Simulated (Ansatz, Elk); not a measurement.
# Bonding as seen by X-rays: V2CdSe4

The structure of V2CdSe4 used here is made up (a known structure type with other elements) and was relaxed beforehand with PBEsol. The aim is the Fourier transform of its all-electron density, F(hkl), set beside the sum over free spherical atoms that refinements use.

Method: DFT, PBE, all-electron APW+lo, Dirac cores, scalar-relativistic bands, static density, ferromagnetic start, in Elk 11.2.3 (patched build).

This account leaves out most program logs.

The structure was built from a prototype and need not be the compound's stable phase.

## (1) The structure

It takes space group P-42m (No. 111, tetragonal). The conventional cell has a = 5.563 Å, b = 5.563 Å, c = 5.657 Å, α = 90.00°, β = 90.00°, γ = 90.00°. Nearest to Cd lie 4 Se at 2.63 Å. Se has 2 V at 2.40 Å and 1 Cd at 2.63 Å nearest. Nearest to V lie 4 Se at 2.40 Å. Farther neighbours and most contacts between anions are not listed.

## (2) Ground state and structure factors

An all-electron density is needed, since X-rays see the cores too. Task 0 finds the density and task 195 Fourier-transforms it; tshift is off so that phases refer to the origin typed.

Contents of elk.in:

```
tasks
  0
  195
  196

xctype
  20

spinpol
  .true.

rgkmax
  7.0

gmaxvr
  14.0

lmaxo
  7

lmaxapw
  8

swidth
  0.002

tshift
  .false.

ramdisk
  .false.

hmaxvr
  5.5

maxscl
  120

epspot
  1e-06

reducebf
  0.8

sppath
  './'

avec
  10.51320913580 -0.00000000000 0.00000000000
  -0.00000000000 10.51320913580 -0.00000000000
  0.00000000000 -0.00000000000 10.69014304097

atoms
  3
  'Cd.in'
  1
  0.0000000000 -0.0000000000 0.0000000000   0.000000 0.000000 0.000000
  'Se.in'
  4
  0.7234094557 0.7234094557 0.2605599579   0.000000 0.000000 0.000000
  0.2765905443 0.7234094557 0.7394400421   0.000000 0.000000 0.000000
  0.2765905443 0.2765905443 0.2605599579   0.000000 0.000000 0.000000
  0.7234094557 0.2765905443 0.7394400421   0.000000 0.000000 0.000000
  'V.in'
  2
  0.0000000000 0.5000000000 0.5000000000   0.000000 0.000000 -0.085000
  0.5000000000 -0.0000000000 0.5000000000   0.000000 0.000000 -0.085000

ngridk
  4 4 4
```

On the command line:

```console
$ OMP_NUM_THREADS=4 elk
```

The job ended after 11 min (4 threads of Arm Neoverse V1, shared host; peak memory 0.79 GiB; 41 min of CPU time).

SFACRHO.OUT:

```text

h k l indices transformed by vhmat matrix:
   1.000000000       0.000000000       0.000000000    
   0.000000000       1.000000000       0.000000000    
   0.000000000       0.000000000       1.000000000    

      h      k      l  multipl.   |H|            Re(F)            Im(F)           |F|

      0      0      0      1   0.0000000       230.00000      0.25074409E-15   230.00000    
      0      0     -1      2  0.58775503      -5.3803125     -0.56144754E-15   5.3803125    
      0      1      0      4  0.59764675       23.996719     -0.59471544E-14   23.996719    
     -1      0      1      8  0.83823482       44.547823      0.10146186E-13   44.547823    
     -1     -1      0      4  0.84520014       7.3440561     -0.61493785E-14   7.3440561    
      1     -1      1      4   1.0294752       78.486105       113.02153       137.60064    
      1     -1     -1      4   1.0294752       78.486105      -113.02153       137.60064    
      0      0      2      2   1.1755101      -35.399387     -0.54416131E-14   35.399387    
      0      2      0      4   1.1952935      -30.116562     -0.70809505E-13   30.116562    
     -1      0      2      8   1.3187136       56.784788     -0.14292845E-13   56.784788    
      0      2      1      8   1.3319844       11.723462      0.12297927E-13   11.723462    
     -1     -2      0      8   1.3363788       55.784231     -0.22565849E-13   55.784231    
      1     -1      2      4   1.4478215       2.2125026      -13.771608       13.948202    
     -1     -1      2      4   1.4478215       2.2125026       13.771608       13.948202    
     -1      2      1      8   1.4599192       36.534239      -33.715322       49.713917    
     -1     -2      1      8   1.4599192       36.534239       33.715322       49.713917    
      0     -2     -2      8   1.6764696       159.61884     -0.60413271E-13   159.61884    
      2     -2      0      4   1.6904003       154.73884     -0.12312823E-13   154.73884
```

Elk indexes on the primitive cell of elk.in and gives |H| = 4π sin θ/λ in inverse bohr. Below, one row stands for each form hkl of the conventional cell (m members, Friedel mates merged), F is for one primitive cell and the density is static (no thermal factor). Free-atom factors are Waasmaier and Kirfel's, and R is Σm||F|−|F'||/Σm|F|.

| hkl | m | sin θ/λ (Å⁻¹) | abs F, DFT | neutral atoms | diff. | abs of complex diff. |
| --- | --- | --- | --- | --- | --- | --- |
| 001 | 2 | 0.088 | 5.380 | 4.879 | +0.502 | 0.502 |
| 100 | 4 | 0.090 | 23.997 | 24.119 | -0.122 | 0.122 |
| 101 | 8 | 0.126 | 44.548 | 44.669 | -0.121 | 0.121 |
| 110 | 4 | 0.127 | 7.344 | 7.676 | -0.332 | 0.332 |
| 111 | 8 | 0.155 | 137.601 | 137.005 | +0.596 | 0.679 |
| 002 | 2 | 0.177 | 35.399 | 35.001 | +0.399 | 0.399 |
| 200 | 4 | 0.180 | 30.117 | 29.676 | +0.441 | 0.441 |
| 102 | 8 | 0.198 | 56.785 | 56.850 | -0.065 | 0.065 |
| 201 | 8 | 0.200 | 11.723 | 11.668 | +0.055 | 0.055 |
| 210 | 8 | 0.201 | 55.784 | 55.785 | -0.001 | 0.001 |
| 112 | 8 | 0.218 | 13.948 | 13.662 | +0.287 | 0.293 |
| 211 | 16 | 0.220 | 49.714 | 49.855 | -0.141 | 0.155 |
| 202 | 8 | 0.252 | 159.619 | 160.054 | -0.435 | 0.435 |
| 220 | 4 | 0.254 | 154.739 | 155.159 | -0.420 | 0.420 |
| 003 | 2 | 0.265 | 24.593 | 24.469 | +0.124 | 0.124 |
| 212 | 16 | 0.268 | 20.225 | 20.258 | -0.032 | 0.060 |
| 221 | 8 | 0.269 | 10.090 | 10.463 | -0.373 | 0.390 |
| 300 | 4 | 0.270 | 81.385 | 81.623 | -0.238 | 0.238 |

## (3) The magnetisation density

The same run holds the spin density, and task 196 transforms it. The order is that of the start, and no other was tried.

SFACMAG_1.OUT:

```text

h k l indices transformed by vhmat matrix:
   1.000000000       0.000000000       0.000000000    
   0.000000000       1.000000000       0.000000000    
   0.000000000       0.000000000       1.000000000    

      h      k      l  multipl.   |H|            Re(F)            Im(F)           |F|

      0      0      0      1   0.0000000       3.9998509     -0.36368050E-17   3.9998509    
      0      0     -1      2  0.58775503      -3.6140478     -0.31225245E-15   3.6140478    
      0      1      0      4  0.59764675      0.10394678      0.17635783E-15  0.10394678    
     -1      0      1      8  0.83823482      0.32386100E-01  0.16657893E-15  0.32386100E-01
     -1     -1      0      4  0.84520014      -3.2428677     -0.24476533E-15   3.2428677    
      1     -1      1      4   1.0294752       2.8102191     -0.29989859       2.8261759    
      1     -1     -1      4   1.0294752       2.8102191      0.29989859       2.8261759    
      0      0      2      2   1.1755101       2.5686293     -0.54063149E-15   2.5686293    
      0      2      0      4   1.1952935       2.7074133     -0.10484046E-15   2.7074133    
     -1      0      2      8   1.3187136     -0.18748731E-01 -0.12491870E-15  0.18748731E-01
      0      2      1      8   1.3319844      -2.2476370      0.42867704E-15   2.2476370    
     -1     -2      0      8   1.3363788     -0.42895758E-01  0.16773369E-15  0.42895758E-01
      1     -1      2      4   1.4478215      -1.8330922      0.98992574E-01   1.8357632    
     -1     -1      2      4   1.4478215      -1.8330922     -0.98992574E-01   1.8357632    
     -1      2      1      8   1.4599192     -0.60669062E-02  0.14245335E-01  0.15483440E-01
     -1     -2      1      8   1.4599192     -0.60669062E-02 -0.14245335E-01  0.15483440E-01
```

The total moment is 4.00 μB a cell; sphere moments: Cd1 +0.04, Se2 -0.08, Se3 -0.08, Se4 -0.08, Se5 -0.08, V6 +1.82, V7 +1.82 μB. Polarised neutrons measure spin and orbital magnetisation together; without spin-orbit coupling the run gives the spin part:

| hkl | sin θ/λ (Å⁻¹) | abs F_M (μB) |
| --- | --- | --- |
| 001 | 0.088 | 3.614 |
| 100 | 0.090 | 0.104 |
| 101 | 0.126 | 0.032 |
| 110 | 0.127 | 3.243 |
| 111 | 0.155 | 2.826 |
| 002 | 0.177 | 2.569 |
| 200 | 0.180 | 2.707 |
| 102 | 0.198 | 0.019 |
| 201 | 0.200 | 2.248 |
| 210 | 0.201 | 0.043 |
| 112 | 0.218 | 1.836 |
| 211 | 0.220 | 0.015 |
| 202 | 0.252 | 1.451 |
| 220 | 0.254 | 1.537 |

## (4) The highest occupied states alone

An energy window below the Fermi level keeps the highest occupied states, to see at which angles they scatter; shallow core shells can lie inside it and anion s states outside. No new self-consistency is needed.

elk.in: that of step 2 with these lines changed.

```diff
@@ -1,5 +1,3 @@
 tasks
-  0
   195
-  196
 
@@ -44,2 +42,5 @@
 
+wsfac
+  -0.380560 0.470680
+
 sppath
```

On the command line:

```console
$ OMP_NUM_THREADS=4 elk
```

The job ended after 31 s (4 threads; peak memory 0.37 GiB).

States within 15 eV below the Fermi level hold 46.00 electrons; any levels below the window count with the cores. Their amplitudes can exceed the total, where window and core parts have opposite phase:

| hkl | sin θ/λ (Å⁻¹) | abs F, window | abs F, all |
| --- | --- | --- | --- |
| 001 | 0.088 | 1.375 | 5.380 |
| 100 | 0.090 | 6.914 | 23.997 |
| 101 | 0.126 | 8.558 | 44.548 |
| 110 | 0.127 | 3.280 | 7.344 |
| 111 | 0.155 | 15.383 | 137.601 |
| 002 | 0.177 | 2.771 | 35.399 |
| 200 | 0.180 | 3.166 | 30.117 |
| 102 | 0.198 | 6.637 | 56.785 |
| 201 | 0.200 | 2.957 | 11.723 |
| 210 | 0.201 | 6.531 | 55.784 |

## (5) Another functional

The difference from free atoms is small, so it is set against the change that PBEsol makes.

elk.in: that of step 4 with these lines changed.

```diff
@@ -1,6 +1,8 @@
 tasks
+  0
   195
+  196
 
 xctype
-  20
+  22
 
@@ -42,5 +44,2 @@
 
-wsfac
-  -0.380560 0.470680
-
 sppath
```

On the command line:

```console
$ OMP_NUM_THREADS=4 elk
```

Elapsed: 10 min, on 4 threads; peak memory 0.78 GiB.

Against the first run R = 0.03 %; the largest change is -0.066 at 111. The moment goes from 4.00 to 4.00 μB.

## (6) Basis size

The basis and the expansions that go with it are enlarged, to see whether the differences are converged.

elk.in: that of step 5 with these lines changed.

```diff
@@ -6,3 +6,3 @@
 xctype
-  22
+  20
 
@@ -12,12 +12,12 @@
 rgkmax
-  7.0
+  8.5
 
 gmaxvr
-  14.0
+  18.0
 
 lmaxo
-  7
+  9
 
 lmaxapw
-  8
+  10
```

On the command line:

```console
$ OMP_NUM_THREADS=4 elk
```

It took 9.3 min on 4 threads; peak memory 1.2 GiB.

The run was cut off at its time limit.

## (7) With a Hubbard U

A Hubbard U is put on the d shell, to see how far it moves the factors.

elk.in: that of step 6 with these lines changed.

```diff
@@ -12,12 +12,12 @@
 rgkmax
-  8.5
+  7.0
 
 gmaxvr
-  18.0
+  14.0
 
 lmaxo
-  9
+  7
 
 lmaxapw
-  10
+  8
 
@@ -70 +70,5 @@
   4 4 4
+
+dft+u
+  1 1
+  3 2 0.113923 0.000000
```

On the command line:

```console
$ OMP_NUM_THREADS=4 elk
```

It took 5.6 min on 4 threads; peak memory 0.77 GiB.

The run was cut off at its time limit.

## (8) Settings against the effect

| run | R against the first run (%) | R against neutral atoms, low angle (%) | wall time |
| --- | --- | --- | --- |
| PBE, rgkmax 7 | 0.00 | 0.43 | 11 min |
| PBEsol | 0.03 | 0.44 | 10 min |

## (9) Outcome

```yaml
r_against_neutral_atoms_sin_theta_lambda_0p3_a_minus1: 0.43 %
r_against_neutral_atoms_0p3_to_0p64_a_minus1: 0.17 %
```

Independent neutral atoms miss the calculated amplitudes by R = 0.43 % below 0.3 Å⁻¹ and 0.17 % from there to 0.64 Å⁻¹; by shells, 0.77 % below 0.15 Å⁻¹ (4 forms), 0.41 % 0.15 to 0.3 (19 forms), 0.18 % 0.3 to 0.45 (35 forms), 0.17 % above 0.45 (91 forms). Bonding, aspherical density and the tables' own atoms all enter these figures, and the runs don't part them. The largest change of an amplitude is +0.60 electrons, at 111. R counts amplitudes alone; phases shift too. The magnetic order is that of the start. No other order was tried here, and an antiferromagnetic one would change or move the magnetic intensity. The window's part falls from 46.0 electrons at the origin to at most 1.25 between 0.45 and 0.64 Å⁻¹, where compact states inside the window still scatter. Below 0.3 Å⁻¹ the changes that finished (PBEsol) move F by R = 0.02 % at most, against the 0.43 % that separates it from free atoms. The magnetic factors move by R = 1.4 % (PBEsol). The basis has no finished test. The k-mesh has no finished test. Part of the difference isn't bonding: the tables are fits to free atoms and ions calculated by other methods than this functional. Thermal motion, anomalous dispersion and extinction are left out.

[Logs are printed without paths, hosts, clocks, repeated set-up lines and the standing remarks that a program may print on its own settings, such as how far it seeks lower states.]

[Hosts, paths, dates, database ids (printed as entryN), source tags and the programs' standing remarks are cut or masked in the printed files.]
